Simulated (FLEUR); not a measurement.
# How the volume moves the moments of NiO, part 2 of 2

How does the volume change the magnetic state of NiO?

FLEUR MaX-R8.1; PBE with U = 6 eV on Ni d; all-electron FLAPW, Dirac cores, scalar-relativistic bands.

So far, largest spin moment in the muffin-tin sphere (μB): step 2 (factor 1, start ferro +) 1.79; step 3 (factor 1, start antiferro q=(0,0,1/2) +-) 1.71.

## Step 4: Factor 1.12, start ferro +

The farthest finished point is shown in full.

The k list default-1 (kpts.xml, not shown) is a Γ-centred 8×8×8 mesh.

inp.xml reads:

```
<?xml version="1.0" encoding="UTF-8" standalone="no"?>
<fleurInput fleurInputVersion="0.39">
   <comment>
      NiO
   </comment>
   <calculationSetup>
      <cutoffs Kmax="4.4" Gmax="13.2" GmaxXC="13.2" numbands="0"/>
      <scfLoop itmax="110" minDistance="0.0001" maxIterBroyd="15" imix="Anderson" alpha="0.05" precondParam="0.0" spinf="2.0" sdNocoIR="T"/>
      <coreElectrons ctail="T" frcor="F" kcrel="0" coretail_lmax="0"/>
      <xcFunctional name="pbe" relativisticCorrections="F"/>
      <magnetism jspins="2"/>
      <soc l_soc="F" theta="0.0" phi="0.0" spav="F"/>
      <expertModes spex="0" secvar="F"/>
      <geometryOptimization l_f="F" forcealpha="1.0" forcemix="BFGS" epsdisp="0.00001" epsforce="0.00001"/>
      <ldaU l_linMix="F" mixParam="0.05" spinf="1.0"/>
   </calculationSetup>
   <cell>
      <bzIntegration valenceElectrons="24.0" mode="hist" fermiSmearingEnergy="0.00183747">
         <kPointListSelection listName="default-1"/>
         <xi:include xmlns:xi="http://www.w3.org/2001/XInclude" href="kpts.xml"> </xi:include>
      </bzIntegration>
      <xi:include xmlns:xi="http://www.w3.org/2001/XInclude" href="sym.xml"> </xi:include>
      <bulkLattice scale="1.0">
         <bravaisMatrix>
            <row-1>    0.0000000000000000     4.0935368140173605     4.0935368140173605</row-1>
            <row-2>    4.0935368140173605     0.0000000000000000     4.0935368140173605</row-2>
            <row-3>    4.0935368140173605     4.0935368140173605     0.0000000000000000</row-3>
         </bravaisMatrix>
      </bulkLattice>
   </cell>
   <atomSpecies>
      <species name="Nickel (Ni2.000" element="Ni" atomicNumber="28">
         <mtSphere radius="2.35" gridPoints="777" logIncrement="0.016"/>
         <atomicCutoffs lmax="8" lnonsphr="6"/>
         <electronConfig flipSpins="F">
            <coreConfig>(1s1/2) (2s1/2) (2p1/2) (2p3/2)</coreConfig>
            <valenceConfig>(3s1/2) (3p1/2) (3p3/2) (4s1/2) (3d3/2) (3d5/2)</valenceConfig>
            <stateOccupation state="(3d3/2)" spinUp="2.0" spinDown="1.2"/>
            <stateOccupation state="(3d5/2)" spinUp="3.0" spinDown="1.8"/>
         </electronConfig>
         <energyParameters s="4" p="4" d="3" f="4"/>
         <ldaU l="2" U="6.0" J="0.0" l_amf="F"/>
         <lo type="SCLO" l="0" n="3" eDeriv="0"/>
         <lo type="SCLO" l="1" n="3" eDeriv="0"/>
      </species>
      <species name="Oxygen (O)" element="O" atomicNumber="8">
         <mtSphere radius="1.33" gridPoints="441" logIncrement="0.024"/>
         <atomicCutoffs lmax="6" lnonsphr="4"/>
         <electronConfig flipSpins="F">
            <coreConfig>(1s1/2)</coreConfig>
            <valenceConfig>(2s1/2) (2p1/2) (2p3/2)</valenceConfig>
            <stateOccupation state="(2p1/2)" spinUp="0.666667" spinDown="0.666667"/>
            <stateOccupation state="(2p3/2)" spinUp="1.333333" spinDown="1.333333"/>
         </electronConfig>
         <energyParameters s="2" p="2" d="3" f="4"/>
      </species>
   </atomSpecies>
   <atomGroups>
      <atomGroup species="Nickel (Ni2.000">
         <relPos label="                   1">.0000000000 .0000000000 .0000000000</relPos>
         <force calculate="T" relaxXYZ="TTT"/>
      </atomGroup>
      <atomGroup species="Oxygen (O)">
         <relPos label="                   2">1.000/2.000 1.000/2.000 1.000/2.000</relPos>
         <force calculate="T" relaxXYZ="TTT"/>
      </atomGroup>
   </atomGroups>
   <output dos="F" band="F" slice="F">
      <bandDOS minEnergy="-.5*Htr" maxEnergy="0.5*Htr" sigma="0.015" storeEVData="T"/>
      <plotting iplot="0" polar="F">
         <plot TwoD="T" vec1="  1.0  0.0  0.0" vec2="  0.0  1.0  0.0" vec3="  0.0  0.0  1.0" zero="  0.0  0.0  0.0" file="plot"/>
      </plotting>
      <moessbauerParams electricFieldGradient="F" isomerShift="F" coreHyperfine="F" valenceHyperfine="F"/>
   </output>
</fleurInput>
```

crystal.txt reads:

```
NiO
&input film=F cartesian=F /
0.00000000000  2.16620639400  2.16620639400
2.16620639400  0.00000000000  2.16620639400
2.16620639400  2.16620639400  0.00000000000
1.8897261246
1.0 1.0 1.0

2
28 0.00000000000  0.00000000000  0.00000000000 : 2.000
8 0.50000000000  0.50000000000  0.50000000000

&kpt div1=8 div2=8 div3=8 gamma=T /
```

Started as:

```
$ OMP_NUM_THREADS=1 inpgen -f crystal.txt > inpgen.log  # inp.xml is then edited as shown
$ OMP_NUM_THREADS=1 mpirun -n 8 fleur_MPI > fleur.log
```

Output:

```text
[banner, memory and clock lines left out]
Welcome to FLEUR        (www.flapw.de)
      MaX-Release 8.1          (www.max-centre.eu)

 ========== k-point set info ==========
 Selected k-point list: default-1
 k-point list type: mesh
 0 x 0 x 0
 Number of k points: 32

 [... set-up left out ...]
 no density matrix found ... skipping LDA+U
 Reset of history
 Iteration:     1   Distance:      25.89502494 me/bohr^3
 Iteration:     2   Distance:      37.00331844 me/bohr^3
 Iteration:     3   Distance:      34.48639387 me/bohr^3
 Iteration:     4   Distance:      19.09966353 me/bohr^3
[...]
[... left out ...]
            <freeEnergy value="-1595.9844813517"/>
            <extrapolationTo0K value="-1595.9844813517"/>
         </totalEnergy>
         [... left out ...]
         <ldaUDensityMatrixConvergence>
            <distance spin="1" distance="0.000000"/>
            <distance spin="2" distance="0.000000"/>
         </ldaUDensityMatrixConvergence>
         <densityConvergence units="me/bohr^3">
            <chargeDensity spin="1" distance="0.0000263932"/>
            <chargeDensity spin="2" distance="0.0000316980"/>
            <overallChargeDensity distance="0.0000533699"/>
            <spinDensity distance="0.0000235453"/>
         </densityConvergence>
      </iteration>
```

Wall time 6.8 s (8 MPI ranks of Arm Neoverse V2, shared host); peak memory 0.34 GiB.

Spin moment in the muffin-tin sphere by atom:

```tsv
atom	spin moment in the muffin-tin sphere (μB)
Ni1	1.81
O2	0.15
```

This step gave:

```
free energy                                                       : -43428.9502 eV
program's band gap on this mesh (in a metal only a level spacing) : 1.888 eV
magnetization                                                     : 2 μB
final state                                                       : ferromagnetic
```

After 19 cycles the largest moment stands at 1.81 μB.

## Step 5: Factor 1.12, start antiferro q=(0,0,1/2) +-

The k list default-1 (kpts.xml, not shown) is a Γ-centred 8×8×4 mesh.

Edit inp.xml of step 4 so:

```diff
@@ -17,3 +17,3 @@
    <cell>
-      <bzIntegration valenceElectrons="24.0" mode="hist" fermiSmearingEnergy="0.00183747">
+      <bzIntegration valenceElectrons="48.0" mode="hist" fermiSmearingEnergy="0.00183747">
          <kPointListSelection listName="default-1"/>
@@ -26,3 +26,3 @@
             <row-2>    4.0935368140173605     0.0000000000000000     4.0935368140173605</row-2>
-            <row-3>    4.0935368140173605     4.0935368140173605     0.0000000000000000</row-3>
+            <row-3>    8.1870736280347209     8.1870736280347209     0.0000000000000000</row-3>
          </bravaisMatrix>
@@ -39,2 +39,16 @@
             <stateOccupation state="(3d5/2)" spinUp="3.0" spinDown="1.8"/>
+         </electronConfig>
+         <energyParameters s="4" p="4" d="3" f="4"/>
+         <ldaU l="2" U="6.0" J="0.0" l_amf="F"/>
+         <lo type="SCLO" l="0" n="3" eDeriv="0"/>
+         <lo type="SCLO" l="1" n="3" eDeriv="0"/>
+      </species>
+      <species name="Nickel (Ni-2.000" element="Ni" atomicNumber="28">
+         <mtSphere radius="2.35" gridPoints="777" logIncrement="0.016"/>
+         <atomicCutoffs lmax="8" lnonsphr="6"/>
+         <electronConfig flipSpins="F">
+            <coreConfig>(1s1/2) (2s1/2) (2p1/2) (2p3/2)</coreConfig>
+            <valenceConfig>(3s1/2) (3p1/2) (3p3/2) (4s1/2) (3d3/2) (3d5/2)</valenceConfig>
+            <stateOccupation state="(3d3/2)" spinUp="1.2" spinDown="2.0"/>
+            <stateOccupation state="(3d5/2)" spinUp="1.8" spinDown="3.0"/>
          </electronConfig>
@@ -62,4 +76,9 @@
       </atomGroup>
+      <atomGroup species="Nickel (Ni-2.000">
+         <relPos label="                   2">.0000000000 .0000000000 1.000/2.000</relPos>
+         <force calculate="T" relaxXYZ="TTT"/>
+      </atomGroup>
       <atomGroup species="Oxygen (O)">
-         <relPos label="                   2">1.000/2.000 1.000/2.000 1.000/2.000</relPos>
+         <relPos label="                   3">1.000/2.000 1.000/2.000 1.000/4.000</relPos>
+         <relPos label="                   4">1.000/2.000 1.000/2.000 -1.000/4.000</relPos>
          <force calculate="T" relaxXYZ="TTT"/>
```

crystal.txt reads:

```
NiO
&input film=F cartesian=F /
0.00000000000  2.16620639400  2.16620639400
2.16620639400  0.00000000000  2.16620639400
4.33241278800  4.33241278800  0.00000000000
1.8897261246
1.0 1.0 1.0

4
28 0.00000000000  0.00000000000  0.00000000000 : 2.000
28 0.00000000000  0.00000000000  0.50000000000 : -2.000
8 0.50000000000  0.50000000000  0.25000000000
8 0.50000000000  0.50000000000  0.75000000000

&kpt div1=8 div2=8 div3=4 gamma=T /
```

Output:

```text
[banner, memory and clock lines left out]
Welcome to FLEUR        (www.flapw.de)
      MaX-Release 8.1          (www.max-centre.eu)

 ========== k-point set info ==========
 Selected k-point list: default-1
 k-point list type: mesh
 0 x 0 x 0
 Number of k points: 80

 [... set-up left out ...]
 no density matrix found ... skipping LDA+U
 Reset of history
 Iteration:     1   Distance:      33.74129253 me/bohr^3
 Iteration:     2   Distance:      37.09181535 me/bohr^3
 Iteration:     3   Distance:      34.47915173 me/bohr^3
 Iteration:     4   Distance:      18.62738204 me/bohr^3
[...]
[... left out ...]
            <freeEnergy value="-3191.9734437684"/>
            <extrapolationTo0K value="-3191.9734437684"/>
         </totalEnergy>
         [... left out ...]
         <ldaUDensityMatrixConvergence>
            <distance spin="1" distance="0.000004"/>
            <distance spin="2" distance="0.000004"/>
         </ldaUDensityMatrixConvergence>
         <densityConvergence units="me/bohr^3">
            <chargeDensity spin="1" distance="0.0000392262"/>
            <chargeDensity spin="2" distance="0.0000405667"/>
            <overallChargeDensity distance="0.0000668719"/>
            <spinDensity distance="0.0000435528"/>
         </densityConvergence>
      </iteration>
```

The job ended after 40 s (8 MPI ranks; peak memory 0.53 GiB).

This step gave:

```yaml
free_energy: -86858.0223 eV
program_s_band_gap_on_this_mesh_in_a_metal_only_a_level_spacing: 2.486 eV
magnetization: 0 μB
final_state: antiferromagnetic
largest_moment: 1.750 μB
```

After 24 cycles the largest moment stands at 1.75 μB.

## Step 6: Trends

In all 18 runs were made at the factors 0.88, 0.91, 0.94, 0.97, 1, 1.03, 1.06, 1.09 and 1.12, of which 18 converged. The tables hold the factors at which the parallel start converged, and CPU times count converged runs alone. Differences are of free energies.

Final states:

```tsv
volume factor	ferro +	antiferro q=(0,0,1/2) +-	CPU time (s)
0.88	ferromagnetic	antiferromagnetic	290.8
0.91	ferromagnetic	antiferromagnetic	300.9
0.94	ferromagnetic	antiferromagnetic	315.2
0.97	ferromagnetic	antiferromagnetic	305.4
1	ferromagnetic	antiferromagnetic	321.8
1.03	ferromagnetic	antiferromagnetic	329.9
1.06	ferromagnetic	antiferromagnetic	339
1.09	ferromagnetic	antiferromagnetic	361.7
1.12	ferromagnetic	antiferromagnetic	376.4
```

Table of energy over the lowest point, ferro + by volume factor:

```tsv
volume factor	energy over the lowest point, ferro + (meV a primitive cell)
0.8800	357
0.9100	222
0.9400	127
0.9700	60.6
1.0000	23.3
1.0300	0
1.0600	10.2
1.0900	31.0
1.1200	51.5
```

The largest sphere moment by volume factor:

```tsv
volume factor	ferro + (μB)	antiferro q=(0,0,1/2) +- (μB)
0.8800	1.76	1.65
0.9100	1.77	1.67
0.9400	1.78	1.69
0.9700	1.79	1.70
1.0000	1.79	1.71
1.0300	1.80	1.72
1.0600	1.80	1.73
1.0900	1.81	1.74
1.1200	1.81	1.75
```

The net moment, ferro + stays at 2 μB a primitive cell for volume factor from 0.88 to 1.12.

The energy less that of the parallel start, antiferro q=(0,0,1/2) +- by volume factor:

```tsv
volume factor	energy less that of the parallel start, antiferro q=(0,0,1/2) +- (meV a seeded atom)
0.8800	-132
0.9100	-118
0.9400	-107
0.9700	-96.7
1.0000	-87.9
1.0300	-79.8
1.0600	-72.9
1.0900	-67.1
1.1200	-61.0
```

## Step 7: Results

| Property | Result |
| --- | --- |
| largest moment, parallel start | 1.76 μB at 0.88, 1.81 μB at 1.12 |
| net moment, parallel start | 2 to 2 μB a primitive cell |
| start antiferro q=(0,0,1/2) +- less the parallel start | -131.9 meV at 0.88, -61.0 meV at 1.12, a seeded atom |

In words: The largest moment of the parallel start goes from 1.76 μB at 0.88 to 1.81 μB at 1.12. Its energy is least at 1.03 of the points run. The start antiferro q=(0,0,1/2) +- lies under the parallel start at every point where both finished. The opposed order is one of several, taken for its small cell; another can lie lower, so the scan does not name the ground state. Atoms were not relaxed at any point.

[Logs and program files are shortened in this print: banners, set-up blocks, solver, clock and traceback lines can be left out without a mark of their own.]

[Logs are printed without paths, hosts, clocks, repeated set-up lines and the standing remarks that a program may print on its own settings, such as how far it seeks lower states.]

[Hosts, paths, dates, database ids (printed as entryN), source tags and the programs' standing remarks are cut or masked in the printed files.]

[Where a cell is said to come from a database of computed structures, the database is the Materials Project.]
